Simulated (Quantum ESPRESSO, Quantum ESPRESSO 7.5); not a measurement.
# arsenene, 1 layer, stepped through biaxial strain

Aim: how the results for arsenene, 1 layer change with biaxial strain.

Method: plane-wave DFT, PBE, GBRV ultrasoft pseudopotentials, in Quantum ESPRESSO 7.5.

Report form: the programs' logs are mostly left out.

### Step 1. The starting structure

The cell holds 2 atoms: 2 As. Cell: a = 3.610 Å, b = 3.610 Å, c = 16.400 Å, α = 90.0°, β = 90.0°, γ = 120.0°. It derives from As. Vacuum lies along c.

Set-up: Cell and atoms are first relaxed; each strained cell is then held and the atoms relax in it. A periodic run with 15 Å of vacuum in the starting cell gives the vacuum levels, and bands follow along a path. The bands are repeated with spin-orbit coupling and fully relativistic files.

Members -2, -1, 0, 1 and 2 took the same steps and show in the table alone.

### Step 2. Variable-cell relaxation of the reference

What the set-up leaves free in this member is relaxed.

File ref.relax.in:

```
&control
  prefix = 'ref.relax'
  outdir = './out'
  pseudo_dir = './pseudo'
  nstep = 80
  forc_conv_thr = 0.0004
  calculation = 'vc-relax'
  etot_conv_thr = 1e-06
/
&system
  ibrav = 0
  nat = 2
  ntyp = 1
  ecutwfc = 50
  ecutrho = 250
  occupations = 'smearing'
  smearing = 'fd'
  degauss = 0.004
/
&electrons
  conv_thr = 1e-09
  mixing_beta = 0.4
  electron_maxstep = 120
  mixing_mode = 'plain'
/
&ions
/
&cell
  cell_dofree = '2Dxy'
  press_conv_thr = 0.3
/
ATOMIC_SPECIES
  As  74.9216  as_pbe_v1.uspp.F.UPF
CELL_PARAMETERS angstrom
  3.61000000000000 0.00000000000000 0.00000000000000
  -1.80500000000000 3.12635170766182 0.00000000000000
  0.00000000000000 0.00000000000000 16.40000000000000
ATOMIC_POSITIONS crystal
  As  0.666666666700 0.333333333300 0.457317073171
  As  0.333333333300 0.666666666700 0.542682926829
K_POINTS automatic
  12 12 1 0 0 0
```

The run is started by

```console
> OMP_NUM_THREADS=1 mpirun -n 4 pw.x -nk 4 -in ref.relax.in > ref.relax.out
```

The job ended after 32 s (4 MPI ranks of Arm Neoverse V1, shared host; peak memory 0.57 GiB).

Little changed from the start: no atom moved by 0.005 Å and no cell edge by 0.1 %.

 The last row is no step: it is a fresh SCF in the final cell with a new plane-wave basis, -0 meV from the row before.

This step gave:

| Item | Value |
| --- | --- |
| free energy | -1095.8502 eV |
| Fermi energy | -1.792 eV |

### Step 3. Relaxation with pw.x, -4 %

File m0.relax.in:

```
&control
  prefix = 'm0.relax'
  outdir = './out'
  pseudo_dir = './pseudo'
  nstep = 40
  forc_conv_thr = 0.0003
  calculation = 'relax'
  tstress = .true.
/
&system
  ibrav = 0
  nat = 2
  ntyp = 1
  ecutwfc = 50
  ecutrho = 250
  occupations = 'smearing'
  smearing = 'fd'
  degauss = 0.002
/
&electrons
  conv_thr = 1e-09
  mixing_beta = 0.4
  electron_maxstep = 120
  mixing_mode = 'plain'
/
&ions
/
ATOMIC_SPECIES
  As  74.9216  as_pbe_v1.uspp.F.UPF
CELL_PARAMETERS angstrom
  3.46575329280000 0.00000000000000 0.00000000000000
  -1.73287664640000 3.00143039424000 0.00000000000000
  0.00000000000000 0.00000000000000 16.40000000000000
ATOMIC_POSITIONS crystal
  As  0.666666666700 0.333333333300 0.457398457800
  As  0.333333333300 0.666666666700 0.542601542200
K_POINTS automatic
  12 12 1 0 0 0
```

The run is started by

```console
> OMP_NUM_THREADS=1 mpirun -n 4 pw.x -nk 4 -in m0.relax.in > m0.relax.out
```

Elapsed: 27 s, on 4 MPI ranks; peak memory 0.55 GiB; 1.8 min of CPU time.

The steps of the relaxation:

```csv
step,energy less that of the first step (eV),largest force (eV/Å)
1,0.0000,0.5939
2,-0.0101,0.2358
3,-0.0121,0.0057
4,-0.0121,0.0001
```

The atoms that moved most (Å):

```csv
atom,dx,dy,dz,length
As1,0.000,0.000,-0.020,0.020
As2,0.000,0.000,0.020,0.020
```

Final coordinates:

```xyz
2
Lattice="3.4658 0.0000 0.0000 -1.7329 3.0014 0.0000 0.0000 0.0000 16.4000" Properties=species:S:1:pos:R:3
As    1.7329    1.0005    7.4809
As    0.0000    2.0010    8.9191
```

The relaxation lowers the energy by 6 meV an atom.

Numbers from this step:

- free energy: -1095.7714 eV
- Fermi energy: -1.229 eV

### Step 4. SCF with pw.x, -4 %

The self-consistent run of this member.

File m0.scf.in:

```
&control
  prefix = 'm0.scf'
  outdir = './out'
  pseudo_dir = './pseudo'
  calculation = 'scf'
  tprnfor = .true.
/
&system
  ibrav = 0
  nat = 2
  ntyp = 1
  ecutwfc = 40
  ecutrho = 200
  occupations = 'smearing'
  smearing = 'fd'
  degauss = 0.002
  nbnd = 9
/
&electrons
  conv_thr = 1e-09
  mixing_beta = 0.4
  electron_maxstep = 120
  mixing_mode = 'plain'
/
ATOMIC_SPECIES
  As  74.9216  as_pbe_v1.uspp.F.UPF
CELL_PARAMETERS angstrom
  3.46575329280000 0.00000000000000 0.00000000000000
  -1.73287664640000 3.00143039424000 0.00000000000000
  0.00000000000000 0.00000000000000 16.40000000000000
ATOMIC_POSITIONS crystal
  As  0.666666666700 0.333333333300 0.456150215200
  As  0.333333333300 0.666666666700 0.543849784800
K_POINTS automatic
  12 12 1 0 0 0
```

The run is started by

```console
> OMP_NUM_THREADS=1 mpirun -n 4 pw.x -nk 4 -in m0.scf.in > m0.scf.out
```

Wall time 7 s (4 MPI ranks); peak memory 0.3 GiB.

This step gave:

| Quantity | Value |
| --- | --- |
| free energy | -1095.7689 eV |
| Fermi energy | -1.228 eV |
| valence top, on the run's zero | -1.789 eV |
| conduction bottom, on the run's zero | -0.6549 eV |
| gap by band count | 1.134 eV |

### Step 5. Electrostatic potential, -4 %

plot_num = 11 writes the bare and Hartree potential, from which vacuum levels or, in a crystal, the mean potential are read.

File m0.pot.in:

```
&inputpp
  prefix = 'm0.scf'
  outdir = './out'
  filplot = 'm0.pot.dat'
  plot_num = 11
/
```

The run is started by

```console
> OMP_NUM_THREADS=1 mpirun -n 4 pp.x -in m0.pot.in > m0.pot.out
```

Wall time 0.81 s (4 MPI ranks); peak memory 0.09 GiB.

This step gave:

* slope of the potential above: 3.88e-4 eV/Å
* upper vacuum line continued to the top atoms, over the valence top: 4.779 eV
* slope of the potential below: -2.03e-4 eV/Å
* lower vacuum line continued to the bottom atoms, over the valence top: 4.780 eV
* vacuum level at the upper face over the valence top of the mesh: 4.781 eV
* vacuum level at the lower face over the valence top of the mesh: 4.781 eV

Electrostatic potential energy of an electron; zero at the highest filled level of the SCF mesh. Potential energy, planar mean against z:

```csv
z (Å),"potential energy, planar mean (eV)"
0.0,4.78
0.5,4.78
1.0,4.78
1.5,4.78
2.0,4.78
2.5,4.78
3.0,4.78
3.5,4.78
4.0,4.78
4.5,4.77
5.0,4.73
5.5,4.59
6.0,4.02
6.5,1.80
7.0,5.07
7.5,27.1
8.0,0.172
8.5,6.62
9.0,26.6
9.5,0.865
10.0,2.51
10.5,4.21
11.0,4.63
11.5,4.74
12.0,4.77
12.5,4.78
13.0,4.78
13.5,4.78
14.0,4.78
14.5,4.78
15.0,4.78
15.5,4.78
16.0,4.78
```

### Step 6. Bands along a path, -4 %

Bands along a path place the edges.

m0.bands.in is the input of step 4 with these lines changed:

```diff
@@ -1,7 +1,6 @@
 &control
-  prefix = 'm0.scf'
+  prefix = 'm0.bands'
   outdir = './out'
   pseudo_dir = './pseudo'
-  calculation = 'scf'
-  tprnfor = .true.
+  calculation = 'bands'
 /
@@ -16,6 +15,6 @@
   degauss = 0.002
-  nbnd = 9
+  nbnd = 11
 /
 &electrons
-  conv_thr = 1e-09
+  conv_thr = 1e-07
   mixing_beta = 0.4
@@ -33,3 +32,7 @@
   As  0.333333333300 0.666666666700 0.543849784800
-K_POINTS automatic
-  12 12 1 0 0 0
+K_POINTS crystal_b
+4
+  0.0000000000 0.0000000000 0.0000000000 12
+  0.5000000000 0.0000000000 0.0000000000 12
+  0.3333333333 0.3333333333 0.0000000000 12
+  0.0000000000 0.0000000000 0.0000000000 1
```

The run is started by

```console
> cp -r out/m0.scf.save out/m0.bands.save
> cp out/m0.scf.xml out/m0.bands.xml
> OMP_NUM_THREADS=1 mpirun -n 4 pw.x -nk 4 -in m0.bands.in > m0.bands.out
```

The job ended after 13 s (4 MPI ranks; peak memory 0.26 GiB).

Band numbers count within the set of bands kept for display. The electronic bands at the labelled points (eV, zero at the highest filled level of the SCF mesh; v1 is the highest filled band, c1 the lowest empty one):

```csv
point,v4,v3,v2,v1,c1,c2,c3,c4
Γ,-7.97,-1.46,0.00,0.00,2.27,3.47,3.47,4.36
halfway,-7.88,-3.84,-1.33,-1.13,1.38,4.12,4.33,5.16
M,-9.66,-4.16,-2.31,-2.16,1.71,2.41,4.25,5.64
halfway,-9.75,-4.43,-3.08,-2.26,1.98,3.51,3.66,6.40
K,-10.45,-5.11,-2.65,-2.65,1.21,4.11,4.11,7.67
halfway,-7.97,-3.90,-2.66,-1.06,2.38,3.25,4.66,5.71
Γ,-7.97,-1.46,0.00,0.00,2.27,3.47,3.47,4.36
```

Along this path the valence top lies at Γ and the conduction bottom between Γ and M.

### Step 7. Ground state, -4 %

Level of this step: plane-wave DFT, PBE, PseudoDojo fully relativistic norm-conserving pseudopotentials (Quantum ESPRESSO 7.5).

m0.soc.in is the input of step 4 with these lines changed:

```diff
@@ -1,3 +1,3 @@
 &control
-  prefix = 'm0.scf'
+  prefix = 'm0.soc'
   outdir = './out'
@@ -11,4 +11,4 @@
   ntyp = 1
-  ecutwfc = 40
-  ecutrho = 200
+  ecutwfc = 76
+  ecutrho = 304
   occupations = 'smearing'
@@ -16,6 +16,8 @@
   degauss = 0.002
-  nbnd = 9
+  noncolin = .true.
+  lspinorb = .true.
+  nbnd = 36
 /
 &electrons
-  conv_thr = 1e-09
+  conv_thr = 1e-07
   mixing_beta = 0.4
@@ -25,3 +27,3 @@
 ATOMIC_SPECIES
-  As  74.9216  as_pbe_v1.uspp.F.UPF
+  As  74.9216  As.dojo-fr-pbe-0.4-standard.upf
 CELL_PARAMETERS angstrom
@@ -34,2 +36,2 @@
 K_POINTS automatic
-  12 12 1 0 0 0
+  6 6 1 0 0 0
```

The run is started by

```console
> OMP_NUM_THREADS=1 mpirun -n 4 pw.x -nk 2 -in m0.soc.in > m0.soc.out
```

Elapsed: 28 s, on 4 MPI ranks; peak memory 0.71 GiB; 1.8 min of CPU time.

Read from the output:

| Property | Result |
| --- | --- |
| free energy | -5770.9326 eV |
| Fermi energy | -0.3049 eV |
| valence top, on the run's zero | -0.7731 eV |
| conduction bottom, on the run's zero | 0.2118 eV |
| gap by band count | 0.9849 eV |

### Step 8. Band structure, -4 %

File m0.soc.bands.in:

```
&control
  prefix = 'm0.soc.bands'
  outdir = './out'
  pseudo_dir = './pseudo'
  calculation = 'bands'
/
&system
  ibrav = 0
  nat = 2
  ntyp = 1
  ecutwfc = 76
  ecutrho = 304
  occupations = 'smearing'
  smearing = 'fd'
  degauss = 0.002
  noncolin = .true.
  lspinorb = .true.
  nbnd = 36
/
&electrons
  conv_thr = 1e-07
  mixing_beta = 0.4
  electron_maxstep = 120
  mixing_mode = 'plain'
/
ATOMIC_SPECIES
  As  74.9216  As.dojo-fr-pbe-0.4-standard.upf
CELL_PARAMETERS angstrom
  3.46575329280000 0.00000000000000 0.00000000000000
  -1.73287664640000 3.00143039424000 0.00000000000000
  0.00000000000000 0.00000000000000 16.40000000000000
ATOMIC_POSITIONS crystal
  As  0.666666666700 0.333333333300 0.456150215200
  As  0.333333333300 0.666666666700 0.543849784800
K_POINTS crystal_b
4
  0.0000000000 0.0000000000 0.0000000000 10
  0.5000000000 0.0000000000 0.0000000000 10
  0.3333333333 0.3333333333 0.0000000000 10
  0.0000000000 0.0000000000 0.0000000000 1
```

The run is started by

```console
> cp -r out/m0.soc.save out/m0.soc.bands.save
> cp out/m0.soc.xml out/m0.soc.bands.xml
> OMP_NUM_THREADS=1 mpirun -n 4 pw.x -nk 4 -in m0.soc.bands.in > m0.soc.bands.out
```

The job ended after 76 s (4 MPI ranks; peak memory 0.75 GiB; 5.1 min of CPU time).

Read from the output:

* valence top, on the run's zero: -0.7737 eV
* conduction bottom, on the run's zero: 0.2312 eV
* gap by band count: 1.005 eV

Band numbers count within the set of bands kept for display. The electronic bands at the labelled points (eV, zero at the highest filled level of the SCF mesh; v1 is the highest filled band, c1 the lowest empty one):

```csv
point,v4,v3,v2,v1,c1,c2,c3,c4
Γ,-0.25,-0.25,0.00,0.00,2.11,2.11,3.19,3.19
halfway,-1.50,-1.50,-1.24,-1.24,1.23,1.23,3.95,3.95
M,-2.50,-2.50,-2.24,-2.24,1.57,1.57,2.26,2.26
halfway,-3.21,-3.21,-2.40,-2.40,1.82,1.82,3.35,3.35
K,-2.82,-2.82,-2.75,-2.75,1.05,1.05,3.90,3.90
halfway,-2.79,-2.79,-1.21,-1.21,2.22,2.22,3.08,3.08
Γ,-0.25,-0.25,0.00,0.00,2.11,2.11,3.19,3.19
```

Along this path the valence top lies at Γ and the conduction bottom between Γ and M.

### Step 9. Relaxation with pw.x, -3 %

Level of this step: plane-wave DFT, PBE, GBRV ultrasoft pseudopotentials (Quantum ESPRESSO 7.5).

File m1.relax.in:

```
&control
  prefix = 'm1.relax'
  outdir = './out'
  pseudo_dir = './pseudo'
  nstep = 40
  forc_conv_thr = 0.0003
  calculation = 'relax'
  tstress = .true.
/
&system
  ibrav = 0
  nat = 2
  ntyp = 1
  ecutwfc = 50
  ecutrho = 250
  occupations = 'smearing'
  smearing = 'fd'
  degauss = 0.002
/
&electrons
  conv_thr = 1e-09
  mixing_beta = 0.4
  electron_maxstep = 120
  mixing_mode = 'plain'
/
&ions
/
ATOMIC_SPECIES
  As  74.9216  as_pbe_v1.uspp.F.UPF
CELL_PARAMETERS angstrom
  3.50185488960000 0.00000000000000 0.00000000000000
  -1.75092744480000 3.03269529418000 0.00000000000000
  0.00000000000000 0.00000000000000 16.40000000000000
ATOMIC_POSITIONS crystal
  As  0.666666666700 0.333333333300 0.457398457800
  As  0.333333333300 0.666666666700 0.542601542200
K_POINTS automatic
  12 12 1 0 0 0
```

The run is started by

```console
> OMP_NUM_THREADS=1 mpirun -n 4 pw.x -nk 4 -in m1.relax.in > m1.relax.out
```

Wall time 26 s (4 MPI ranks); peak memory 0.53 GiB; 1.7 min of CPU time.

The steps of the relaxation:

```csv
step,energy less that of the first step (eV),largest force (eV/Å)
1,0.0000,0.4272
2,-0.0053,0.1784
3,-0.0065,0.0032
```

The atoms that moved most (Å):

```csv
atom,dx,dy,dz,length
As1,0.000,0.000,-0.015,0.015
As2,0.000,0.000,0.015,0.015
```

Final coordinates:

```xyz
2
Lattice="3.5019 0.0000 0.0000 -1.7509 3.0327 0.0000 0.0000 0.0000 16.4000" Properties=species:S:1:pos:R:3
As    1.7509    1.0109    7.4862
As    0.0000    2.0218    8.9138
```

The relaxation lowers the energy by 3 meV an atom.

Read from the output:

- free energy: -1095.8065 eV
- Fermi energy: -1.321 eV

### Step 10. Ground state, -3 %

File m1.scf.in:

```
&control
  prefix = 'm1.scf'
  outdir = './out'
  pseudo_dir = './pseudo'
  calculation = 'scf'
  tprnfor = .true.
/
&system
  ibrav = 0
  nat = 2
  ntyp = 1
  ecutwfc = 40
  ecutrho = 200
  occupations = 'smearing'
  smearing = 'fd'
  degauss = 0.002
  nbnd = 9
/
&electrons
  conv_thr = 1e-09
  mixing_beta = 0.4
  electron_maxstep = 120
  mixing_mode = 'plain'
/
ATOMIC_SPECIES
  As  74.9216  as_pbe_v1.uspp.F.UPF
CELL_PARAMETERS angstrom
  3.50185488960000 0.00000000000000 0.00000000000000
  -1.75092744480000 3.03269529418000 0.00000000000000
  0.00000000000000 0.00000000000000 16.40000000000000
ATOMIC_POSITIONS crystal
  As  0.666666666700 0.333333333300 0.456478061400
  As  0.333333333300 0.666666666700 0.543521938600
K_POINTS automatic
  12 12 1 0 0 0
```

The run is started by

```console
> OMP_NUM_THREADS=1 mpirun -n 4 pw.x -nk 4 -in m1.scf.in > m1.scf.out
```

It took 7.1 s on 4 MPI ranks; peak memory 0.41 GiB.

Read from the output:

```
free energy                          : -1095.8041 eV
Fermi energy                         : -1.320 eV
valence top, on the run's zero       : -2.004 eV
conduction bottom, on the run's zero : -0.7297 eV
gap by band count                    : 1.274 eV
```

### Step 11. SCF with pw.x, -3 %

Level of this step: plane-wave DFT, PBE, PseudoDojo fully relativistic norm-conserving pseudopotentials (Quantum ESPRESSO 7.5).

m1.soc.in is the input of step 10 with these lines changed:

```diff
@@ -1,3 +1,3 @@
 &control
-  prefix = 'm1.scf'
+  prefix = 'm1.soc'
   outdir = './out'
@@ -11,4 +11,4 @@
   ntyp = 1
-  ecutwfc = 40
-  ecutrho = 200
+  ecutwfc = 76
+  ecutrho = 304
   occupations = 'smearing'
@@ -16,6 +16,8 @@
   degauss = 0.002
-  nbnd = 9
+  noncolin = .true.
+  lspinorb = .true.
+  nbnd = 36
 /
 &electrons
-  conv_thr = 1e-09
+  conv_thr = 1e-07
   mixing_beta = 0.4
@@ -25,3 +27,3 @@
 ATOMIC_SPECIES
-  As  74.9216  as_pbe_v1.uspp.F.UPF
+  As  74.9216  As.dojo-fr-pbe-0.4-standard.upf
 CELL_PARAMETERS angstrom
@@ -34,2 +36,2 @@
 K_POINTS automatic
-  12 12 1 0 0 0
+  6 6 1 0 0 0
```

The run is started by

```console
> OMP_NUM_THREADS=1 mpirun -n 4 pw.x -nk 2 -in m1.soc.in > m1.soc.out
```

Run time: 28 s. Hardware: 4 MPI ranks; peak memory 0.71 GiB; 1.9 min of CPU time.

Read from the output:

| Quantity | Value |
| --- | --- |
| free energy | -5770.9698 eV |
| Fermi energy | -0.4574 eV |
| valence top, on the run's zero | -1.005 eV |
| conduction bottom, on the run's zero | 0.1217 eV |
| gap by band count | 1.127 eV |

### Step 12. Relaxation with pw.x, 3 %

Level of this step: plane-wave DFT, PBE, GBRV ultrasoft pseudopotentials (Quantum ESPRESSO 7.5).

File m7.relax.in:

```
&control
  prefix = 'm7.relax'
  outdir = './out'
  pseudo_dir = './pseudo'
  nstep = 40
  forc_conv_thr = 0.0003
  calculation = 'relax'
  tstress = .true.
/
&system
  ibrav = 0
  nat = 2
  ntyp = 1
  ecutwfc = 50
  ecutrho = 250
  occupations = 'smearing'
  smearing = 'fd'
  degauss = 0.002
/
&electrons
  conv_thr = 1e-09
  mixing_beta = 0.4
  electron_maxstep = 120
  mixing_mode = 'plain'
/
&ions
/
ATOMIC_SPECIES
  As  74.9216  as_pbe_v1.uspp.F.UPF
CELL_PARAMETERS angstrom
  3.71846447040000 0.00000000000000 0.00000000000000
  -1.85923223520000 3.22028469382000 0.00000000000000
  0.00000000000000 0.00000000000000 16.40000000000000
ATOMIC_POSITIONS crystal
  As  0.666666666700 0.333333333300 0.457398457800
  As  0.333333333300 0.666666666700 0.542601542200
K_POINTS automatic
  12 12 1 0 0 0
```

The run is started by

```console
> OMP_NUM_THREADS=1 mpirun -n 4 pw.x -nk 4 -in m7.relax.in > m7.relax.out
```

Elapsed: 24 s, on 4 MPI ranks; peak memory 0.44 GiB.

The steps of the relaxation:

```csv
step,energy less that of the first step (eV),largest force (eV/Å)
1,0.0000,0.3337
2,-0.0035,0.1745
3,-0.0048,0.0027
```

The atoms that moved most (Å):

```csv
atom,dx,dy,dz,length
As1,0.000,0.000,0.014,0.014
As2,0.000,0.000,-0.014,0.014
```

The relaxed structure:

```cif
data_structure
_symmetry_space_group_name_H-M 'P 1'
_symmetry_Int_Tables_number 1
_cell_length_a 3.7185
_cell_length_b 3.7185
_cell_length_c 16.4000
_cell_angle_alpha 90.000
_cell_angle_beta 90.000
_cell_angle_gamma 120.000
_cell_volume 196.38
loop_
_atom_site_label
_atom_site_type_symbol
_atom_site_fract_x
_atom_site_fract_y
_atom_site_fract_z
_atom_site_occupancy
As1 As 0.66667 0.33333 0.45828 1
As2 As 0.33333 0.66667 0.54172 1
```

The relaxation lowers the energy by 2 meV an atom.

This step gave:

- free energy: -1095.8152 eV
- Fermi energy: -1.945 eV

### Step 13. Self-consistent run, 3 %

File m7.scf.in:

```
&control
  prefix = 'm7.scf'
  outdir = './out'
  pseudo_dir = './pseudo'
  calculation = 'scf'
  tprnfor = .true.
/
&system
  ibrav = 0
  nat = 2
  ntyp = 1
  ecutwfc = 40
  ecutrho = 200
  occupations = 'smearing'
  smearing = 'fd'
  degauss = 0.002
  nbnd = 9
/
&electrons
  conv_thr = 1e-09
  mixing_beta = 0.4
  electron_maxstep = 120
  mixing_mode = 'plain'
/
ATOMIC_SPECIES
  As  74.9216  as_pbe_v1.uspp.F.UPF
CELL_PARAMETERS angstrom
  3.71846447040000 0.00000000000000 0.00000000000000
  -1.85923223520000 3.22028469382000 0.00000000000000
  0.00000000000000 0.00000000000000 16.40000000000000
ATOMIC_POSITIONS crystal
  As  0.666666666700 0.333333333300 0.458276479700
  As  0.333333333300 0.666666666700 0.541723520300
K_POINTS automatic
  12 12 1 0 0 0
```

The run is started by

```console
> OMP_NUM_THREADS=1 mpirun -n 4 pw.x -nk 4 -in m7.scf.in > m7.scf.out
```

Wall time 7.3 s (4 MPI ranks); peak memory 0.31 GiB.

Read from the output:

- free energy: -1095.8134 eV
- Fermi energy: -1.944 eV
- valence top, on the run's zero: -2.962 eV
- conduction bottom, on the run's zero: -1.360 eV
- gap by band count: 1.602 eV

(Continued in part 2 of 2.)

[Logs are printed without paths, hosts, clocks, repeated set-up lines and the standing remarks that a program may print on its own settings, such as how far it seeks lower states.]

[Hosts, paths, dates, database ids (printed as entryN), source tags and the programs' standing remarks are cut or masked in the printed files.]

[Maps of the electrostatic potential energy from Ansatz leave out the sawtooth potential of an applied field or a dipole correction, so their vacuum need not be flat; planar profiles and work functions include it.]
